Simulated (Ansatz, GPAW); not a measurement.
# A 7-layer slab of Sr(111): work function by functional and basis, part 2 of 3

Aim: the work function of both faces of a 7-layer slab of Sr(111), and its spread over functionals and bases.

GPAW 26.7.0 and Ansatz 0.2.0; Ansatz plane waves; slab in vacuum with a dipole correction, relaxation (the session's first sound run).

So far, upper work function (eV): step 2 (relaxation) 2.67.

## 3. Plane waves, PBE

The work function is the vacuum plateau of the electrostatic potential less the Fermi level; a dipole layer lets the two faces have plateaus of their own.

This step: GPAW, PAW setups; slab in vacuum (GPAW 26.7.0).

Input file run.py:

```python
import json
import numpy as np
from ase import Atoms
from gpaw import GPAW, PW

slab = Atoms(
    ['Sr', 'Sr', 'Sr', 'Sr', 'Sr', 'Sr', 'Sr'],
    positions=[
        [0.00000, 0.00000, 7.00000],
        [2.14960, 1.24107, 10.51029],
        [4.29921, 2.48215, 14.02058],
        [-0.00000, -0.00000, 17.49849],
        [2.14960, 1.24107, 20.97452],
        [4.29921, 2.48215, 24.45345],
        [-0.00000, -0.00000, 27.84527]],
    cell=[[4.29921, 0.0, 0.0], [2.1496, 3.72322, 0.0], [0.0, 0.0, 35.06174]],
    pbc=[True, True, False])

slab.calc = GPAW(mode=PW(400), xc='PBE', kpts={'size': (9, 9, 1), 'gamma': True},
                 occupations={'name': 'fermi-dirac', 'width': 0.1}, nbands='160%',
                 convergence={'density': 1e-05}, maxiter=200,
                 poissonsolver={'dipolelayer': 'xy'},
                 symmetry={'tolerance': 1e-3}, txt='slab.txt')
result = {}
energy = slab.get_potential_energy()
fermi = slab.calc.get_fermi_level()
v = slab.calc.get_electrostatic_potential().mean((0, 1)) - fermi
n = slab.calc.get_pseudo_density().mean((0, 1))
L = slab.cell[2, 2]
z = np.arange(len(v)) * L / len(v)
low, high = slab.positions[:, 2].min(), slab.positions[:, 2].max()
below, above = np.interp([low - 4.8, high + 4.8], z, v)
slopes = [np.interp(x, z, np.gradient(v, z)) for x in (low - 4.8, high + 4.8)]
eps = np.array([[slab.calc.get_eigenvalues(k, s) for k in range(len(slab.calc.get_ibz_k_points()))]
                for s in range(slab.calc.get_number_of_spins())]) - fermi
top, bottom = eps[eps < 0].max(), eps[eps > 0].min()
dipole = slab.get_dipole_moment()[2]
print(f'energy {energy:.4f} eV, Fermi level {fermi:.4f} eV, dipole {dipole:.5f} e A')
print(f'potential 4.8 A off the faces, from the Fermi level: lower {below:.4f} eV, upper {above:.4f} eV')
print(f'slope of the potential there: lower {slopes[0]:.5f}, upper {slopes[1]:.5f} eV/A')
print(f'nearest levels on the mesh: {top:.4f} and {bottom:.4f} eV')
print('magnetic moment', round(slab.get_magnetic_moment(), 3))
result.update(energy=energy, fermi=fermi, dipole=dipole, below=below, above=above, slopes=slopes, edges=[top, bottom],
              z=z.tolist(), v=v.tolist(), n=n.tolist(), positions=slab.positions.tolist(),
              forces=slab.get_forces(apply_constraint=False).tolist(), moments=slab.get_magnetic_moments().tolist())
json.dump(result, open('result.json', 'w'))
```

Launch:

```bash
OMP_NUM_THREADS=1 OPENBLAS_NUM_THREADS=1 python run.py
```

Output:

```text
energy -10.9677 eV, Fermi level 1.6711 eV, dipole 0.00291 e A
potential 4.8 A off the faces, from the Fermi level: lower 2.7064 eV, upper 2.6733 eV
slope of the potential there: lower -0.00913, upper 0.00901 eV/A
nearest levels on the mesh: -0.0333 and 0.0307 eV
magnetic moment 0.0
```

It took 13 min on 1 thread of Arm Neoverse N1, shared host; peak memory 0.38 GiB.

This step gave:

| Quantity | Value |
| --- | --- |
| dipole along the normal | 0.002909 e·Å |
| levels nearest the Fermi level on the mesh | -0.03330, 0.03070 eV from the Fermi level |
| upper work function | 2.673 eV |
| lower work function | 2.706 eV |

The electrostatic potential energy of an electron (without an applied field's), less the Fermi level, planar mean oscillates, so the rows of the table below give means over windows of 3.46 Å about each position, cut where the curve ends. Its maxima inside the range that stand out by 2 % of the span (Å: eV): 8.8: 1.67, 12.2: 1.66, 15.8: 1.62, 19.3: 1.62, 22.7: 1.60, 26.2: 1.46. Its minima: 7.0: -12.8, 10.5: -12.7, 14.1: -12.7, 17.5: -12.7, 21.0: -12.7, 24.5: -12.7, 27.8: -12.8.

The electrostatic potential energy of an electron (without an applied field's), less the Fermi level, planar mean by z; means over each step:

```csv
z (Å),"electrostatic potential energy of an electron (without an applied field's), less the Fermi level, planar mean (eV)"
1.73,2.70
5.19,-0.446
8.65,-3.31
12.11,-3.32
15.57,-3.42
19.03,-3.45
22.49,-3.43
25.95,-3.77
29.41,-1.53
32.87,2.67
```

The pseudo valence density, planar mean oscillates, so the rows of the table below give means over windows of 3.46 Å about each position, cut where the curve ends. Its maxima inside the range that stand out by 2 % of the span (Å: e/Å³): 6.9: 0.477, 10.6: 0.469, 14.1: 0.478, 17.5: 0.480, 21.0: 0.481, 24.5: 0.482, 27.9: 0.477. Its minima: 8.7: 0.0412, 12.3: 0.0411, 15.8: 0.0420, 19.3: 0.0420, 22.7: 0.0415, 26.2: 0.0441.

Pseudo valence density, planar mean against z; means over each step:

z (Å), pseudo valence density, planar mean (e/Å³) and a bar:
```
     1.73      0.000 
     5.19      0.079 ############
     8.65      0.175 ############################
    12.11      0.174 ############################
    15.57      0.178 ############################
    19.03      0.179 ############################
    22.49      0.178 ############################
    25.95      0.189 ##############################
    29.41      0.111 ##################
    32.87      0.000
```

Force by atom:

```
atom  x (eV/Å)  y (eV/Å)  z (eV/Å)    size
 Sr1    0.0000    0.0000    0.0710  0.0710
 Sr2    0.0000    0.0000   -0.0524  0.0524
 Sr3    0.0000    0.0000   -0.0255  0.0255
 Sr4    0.0000    0.0000   -0.0010  0.0010
 Sr5    0.0000    0.0000    0.0031  0.0031
 Sr6    0.0000    0.0000   -0.0099  0.0099
 Sr7    0.0000    0.0000    0.0145  0.0145
```

The potential is flat to 0.009 eV/Å where it is read, so the vacuum is wide enough. The geometry is the other program's minimum; here the largest force on a free atom is 0.015 eV/Å.

## 4. Self-consistent run: xc = "vdW-DF2"

The same geometry under vdW-DF2, to see how far the functional moves the levels against the vacuum (the van der Waals functionals take revPBE setups).

Changes to run.py since step 3:

```diff
@@ -18,3 +18,3 @@
 
-slab.calc = GPAW(mode=PW(400), xc='PBE', kpts={'size': (9, 9, 1), 'gamma': True},
+slab.calc = GPAW(mode=PW(400), xc='vdW-DF2', kpts={'size': (9, 9, 1), 'gamma': True},
                  occupations={'name': 'fermi-dirac', 'width': 0.1}, nbands='160%',
```

Output:

```text
energy -532.1247 eV, Fermi level 1.6037 eV, dipole 0.00218 e A
potential 4.8 A off the faces, from the Fermi level: lower 2.9123 eV, upper 2.8876 eV
slope of the potential there: lower -0.01456, upper 0.01438 eV/A
nearest levels on the mesh: -0.0060 and 0.0334 eV
magnetic moment 0.0
```

Run time: 16 min. Hardware: 1 thread; peak memory 0.7 GiB.

Numbers from this step:

```yaml
dipole_along_the_normal: 0.002176 e·Å
levels_nearest_the_fermi_level_on_the_mesh: -0.006049, 0.03337 eV from the Fermi level
upper_work_function: 2.888 eV
lower_work_function: 2.912 eV
```

Table of electrostatic potential energy of an electron (without an applied field's), less the Fermi level, planar mean by z:

z (Å), electrostatic potential energy of an electron (without an applied field's), less the Fermi level, planar mean (eV) and a bar from the least value:
```
        0        2.9 ##############################
        1        2.9 ##############################
        2        2.9 ##############################
        3        2.9 ##############################
        4        2.7 ##############################
        5        2.0 ############################
        6       -1.1 ######################
        7      -12.8 
        8       -0.8 #######################
        9        1.4 ###########################
       10       -6.3 ############
       11       -6.6 ############
       12        1.4 ###########################
       13       -0.5 #######################
       14      -12.6 
       15       -0.8 #######################
       16        1.4 ###########################
       17       -6.4 ############
       18       -6.4 ############
       19        1.4 ###########################
       20       -0.8 #######################
       21      -12.7 
       22       -0.5 #######################
       23        1.3 ###########################
       24       -7.2 ###########
       25       -5.6 ##############
       26        1.3 ###########################
       27       -2.0 #####################
       28      -11.9 ##
       29       -0.2 ########################
       30        2.2 #############################
       31        2.8 ##############################
       32        2.9 ##############################
       33        2.9 ##############################
       34        2.9 ##############################
```

The pseudo valence density, planar mean oscillates, so the rows of the table below give means over windows of 3.46 Å about each position, cut where the curve ends. Its maxima inside the range that stand out by 2 % of the span (Å: e/Å³): 6.9: 0.476, 10.6: 0.468, 14.1: 0.477, 17.5: 0.479, 21.0: 0.480, 24.5: 0.481, 27.9: 0.477. Its minima: 8.7: 0.0401, 12.3: 0.0401, 15.8: 0.0409, 19.3: 0.0409, 22.7: 0.0405, 26.2: 0.0430.

Pseudo valence density, planar mean against z; means over each step:

```
z (Å)  pseudo valence density, planar mean (e/Å³)
 1.73                                      2.0e-4
 5.19                                      0.0790
 8.65                                       0.174
12.11                                       0.174
15.57                                       0.178
19.03                                       0.179
22.49                                       0.178
25.95                                       0.189
29.41                                       0.111
32.87                                      2.9e-4
```

Force by atom:

```csv
atom,x (eV/Å),y (eV/Å),z (eV/Å),size
Sr1,0.0000,0.0000,0.0586,0.0586
Sr2,0.0000,0.0000,-0.0376,0.0376
Sr3,0.0000,0.0000,-0.0247,0.0247
Sr4,0.0000,0.0000,-0.0004,0.0004
Sr5,0.0000,0.0000,0.0032,0.0032
Sr6,0.0000,0.0000,-0.0256,0.0256
Sr7,0.0000,0.0000,0.0271,0.0271
```

The upper face's work function is 2.888 eV, against 2.673 eV in the first plane-wave PBE run at this geometry.

## 5. Self-consistent run: xc = "RPBE"

The same geometry under RPBE, to see how far the functional moves the levels against the vacuum.

Changes to run.py since step 4:

```diff
@@ -18,3 +18,3 @@
 
-slab.calc = GPAW(mode=PW(400), xc='vdW-DF2', kpts={'size': (9, 9, 1), 'gamma': True},
+slab.calc = GPAW(mode=PW(400), xc='RPBE', kpts={'size': (9, 9, 1), 'gamma': True},
                  occupations={'name': 'fermi-dirac', 'width': 0.1}, nbands='160%',
```

Output:

```text
energy -9.7427 eV, Fermi level 1.7615 eV, dipole 0.00313 e A
potential 4.8 A off the faces, from the Fermi level: lower 2.6416 eV, upper 2.6060 eV
slope of the potential there: lower -0.01063, upper 0.01051 eV/A
nearest levels on the mesh: -0.0384 and 0.0327 eV
magnetic moment 0.0
```

Elapsed: 12 min, on 1 thread; peak memory 0.38 GiB.

Numbers from this step:

- dipole along the normal: 0.003133 e·Å
- levels nearest the Fermi level on the mesh: -0.03838, 0.03266 eV from the Fermi level
- upper work function: 2.606 eV
- lower work function: 2.642 eV

The upper face's work function is 2.606 eV, against 2.673 eV in the first plane-wave PBE run at this geometry.

## 6. OptPBE vdW: xc = "optPBE-vdW"

The same geometry under optPBE-vdW, to see how far the functional moves the levels against the vacuum (the van der Waals functionals take revPBE setups).

Changes to run.py since step 5:

```diff
@@ -18,3 +18,3 @@
 
-slab.calc = GPAW(mode=PW(400), xc='RPBE', kpts={'size': (9, 9, 1), 'gamma': True},
+slab.calc = GPAW(mode=PW(400), xc='optPBE-vdW', kpts={'size': (9, 9, 1), 'gamma': True},
                  occupations={'name': 'fermi-dirac', 'width': 0.1}, nbands='160%',
```

Output:

```text
energy -99.9035 eV, Fermi level 1.6083 eV, dipole 0.00248 e A
potential 4.8 A off the faces, from the Fermi level: lower 2.8615 eV, upper 2.8325 eV
slope of the potential there: lower -0.01922, upper 0.01928 eV/A
nearest levels on the mesh: -0.0334 and 0.0273 eV
magnetic moment 0.0
```

Elapsed: 13 min, on 1 thread; peak memory 0.7 GiB.

Numbers from this step:

```
dipole along the normal                    : 0.002482 e·Å
levels nearest the Fermi level on the mesh : -0.03340, 0.02726 eV from the Fermi level
upper work function                        : 2.832 eV
lower work function                        : 2.861 eV
```

The upper face's work function is 2.832 eV, against 2.673 eV in the first plane-wave PBE run at this geometry.

## 7. Self-consistent run: xc = "revPBE"

The same geometry under revPBE, to see how far the functional moves the levels against the vacuum.

Changes to run.py since step 6:

```diff
@@ -18,3 +18,3 @@
 
-slab.calc = GPAW(mode=PW(400), xc='optPBE-vdW', kpts={'size': (9, 9, 1), 'gamma': True},
+slab.calc = GPAW(mode=PW(400), xc='revPBE', kpts={'size': (9, 9, 1), 'gamma': True},
                  occupations={'name': 'fermi-dirac', 'width': 0.1}, nbands='160%',
```

Output:

```text
energy -9.8850 eV, Fermi level 1.7444 eV, dipole 0.00312 e A
potential 4.8 A off the faces, from the Fermi level: lower 2.6408 eV, upper 2.6053 eV
slope of the potential there: lower -0.00970, upper 0.00962 eV/A
nearest levels on the mesh: -0.0370 and 0.0323 eV
magnetic moment 0.0
```

Wall time 15 min (1 thread); peak memory 0.38 GiB.

This step gave:

```
dipole along the normal                    : 0.003120 e·Å
levels nearest the Fermi level on the mesh : -0.03705, 0.03225 eV from the Fermi level
upper work function                        : 2.605 eV
lower work function                        : 2.641 eV
```

The electrostatic potential energy of an electron (without an applied field's), less the Fermi level, planar mean by z:

```csv
z (Å),"electrostatic potential energy of an electron (without an applied field's), less the Fermi level, planar mean (eV)"
0,2.63
1,2.65
2,2.64
3,2.62
4,2.51
5,1.84
6,-1.32
7,-12.9
8,-0.809
9,1.38
10,-6.36
11,-6.73
12,1.33
13,-0.583
14,-12.7
15,-0.871
16,1.33
17,-6.55
18,-6.52
19,1.33
20,-0.898
21,-12.8
22,-0.564
23,1.21
24,-7.32
25,-5.70
26,1.30
27,-2.04
28,-12.1
29,-0.443
30,2.00
31,2.51
32,2.59
33,2.61
34,2.61
```

The upper face's work function is 2.605 eV, against 2.673 eV in the first plane-wave PBE run at this geometry.

## 8. Self-consistent run: xc = "LDA"

The same geometry under LDA, to see how far the functional moves the levels against the vacuum.

Changes to run.py since step 7:

```diff
@@ -18,3 +18,3 @@
 
-slab.calc = GPAW(mode=PW(400), xc='revPBE', kpts={'size': (9, 9, 1), 'gamma': True},
+slab.calc = GPAW(mode=PW(400), xc='LDA', kpts={'size': (9, 9, 1), 'gamma': True},
                  occupations={'name': 'fermi-dirac', 'width': 0.1}, nbands='160%',
```

Output:

```text
energy -12.5534 eV, Fermi level 1.4986 eV, dipole 0.00256 e A
potential 4.8 A off the faces, from the Fermi level: lower 2.8127 eV, upper 2.7836 eV
slope of the potential there: lower -0.00803, upper 0.00788 eV/A
nearest levels on the mesh: -0.0248 and 0.0026 eV
magnetic moment 0.0
```

It took 9.6 min on 1 thread; peak memory 0.39 GiB.

This step gave:

| Quantity | Value |
| --- | --- |
| dipole along the normal | 0.002565 e·Å |
| levels nearest the Fermi level on the mesh | -0.02476, 0.002613 eV from the Fermi level |
| upper work function | 2.784 eV |
| lower work function | 2.813 eV |

The upper face's work function is 2.784 eV, against 2.673 eV in the first plane-wave PBE run at this geometry.

## 9. Real-space grid: mode = "fd"

A real-space grid is a second complete basis, so it checks the plane-wave result.

Changes to run.py since step 8:

```diff
@@ -3,3 +3,3 @@
 from ase import Atoms
-from gpaw import GPAW, PW
+from gpaw import GPAW
 
@@ -18,3 +18,3 @@
 
-slab.calc = GPAW(mode=PW(400), xc='LDA', kpts={'size': (9, 9, 1), 'gamma': True},
+slab.calc = GPAW(mode='fd', h=0.18, xc='PBE', kpts={'size': (9, 9, 1), 'gamma': True},
                  occupations={'name': 'fermi-dirac', 'width': 0.1}, nbands='160%',
```

Output:

```text
energy -11.1110 eV, Fermi level -2.6880 eV, dipole 0.00274 e A
potential 4.8 A off the faces, from the Fermi level: lower 2.7002 eV, upper 2.6689 eV
slope of the potential there: lower -0.00791, upper 0.00807 eV/A
nearest levels on the mesh: -0.0335 and 0.0306 eV
magnetic moment 0.0
```

The job ended after 43 min (1 thread; peak memory 1.6 GiB).

This step gave:

```
dipole along the normal                    : 0.002744 e·Å
levels nearest the Fermi level on the mesh : -0.03346, 0.03062 eV from the Fermi level
upper work function                        : 2.669 eV
lower work function                        : 2.700 eV
```

The electrostatic potential energy of an electron (without an applied field's), less the Fermi level, planar mean oscillates, so the rows of the table below give means over windows of 3.49 Å about each position, cut where the curve ends. Its maxima inside the range that stand out by 2 % of the span (Å: eV): 8.8: 1.67, 12.3: 1.66, 15.8: 1.61, 19.3: 1.59, 22.7: 1.60, 26.1: 1.46. Its minima: 7.0: -12.9, 10.6: -12.7, 14.0: -12.7, 17.5: -12.7, 21.0: -12.7, 24.4: -12.7, 27.8: -12.8.

The electrostatic potential energy of an electron (without an applied field's), less the Fermi level, planar mean by z; means over each step:

z (Å), electrostatic potential energy of an electron (without an applied field's), less the Fermi level, planar mean (eV) and a bar from the least value:
```
     1.75        2.7 ##############################
     5.24       -0.7 ###############
     8.73       -3.4 ##
    12.21       -3.4 ##
    15.71       -3.5 ##
    19.20       -3.5 ##
    22.69       -3.5 ##
    26.18       -3.9 
    29.67       -0.5 ################
    33.16        2.7 ##############################
```

The upper face's work function is 2.669 eV, against 2.673 eV in the first plane-wave PBE run at this geometry.

(Continued in part 3 of 3.)

[Logs are printed without paths, hosts, clocks, repeated set-up lines and the standing remarks that a program may print on its own settings, such as how far it seeks lower states.]

[Hosts, paths, dates, database ids (printed as entryN), source tags and the programs' standing remarks are cut or masked in the printed files.]
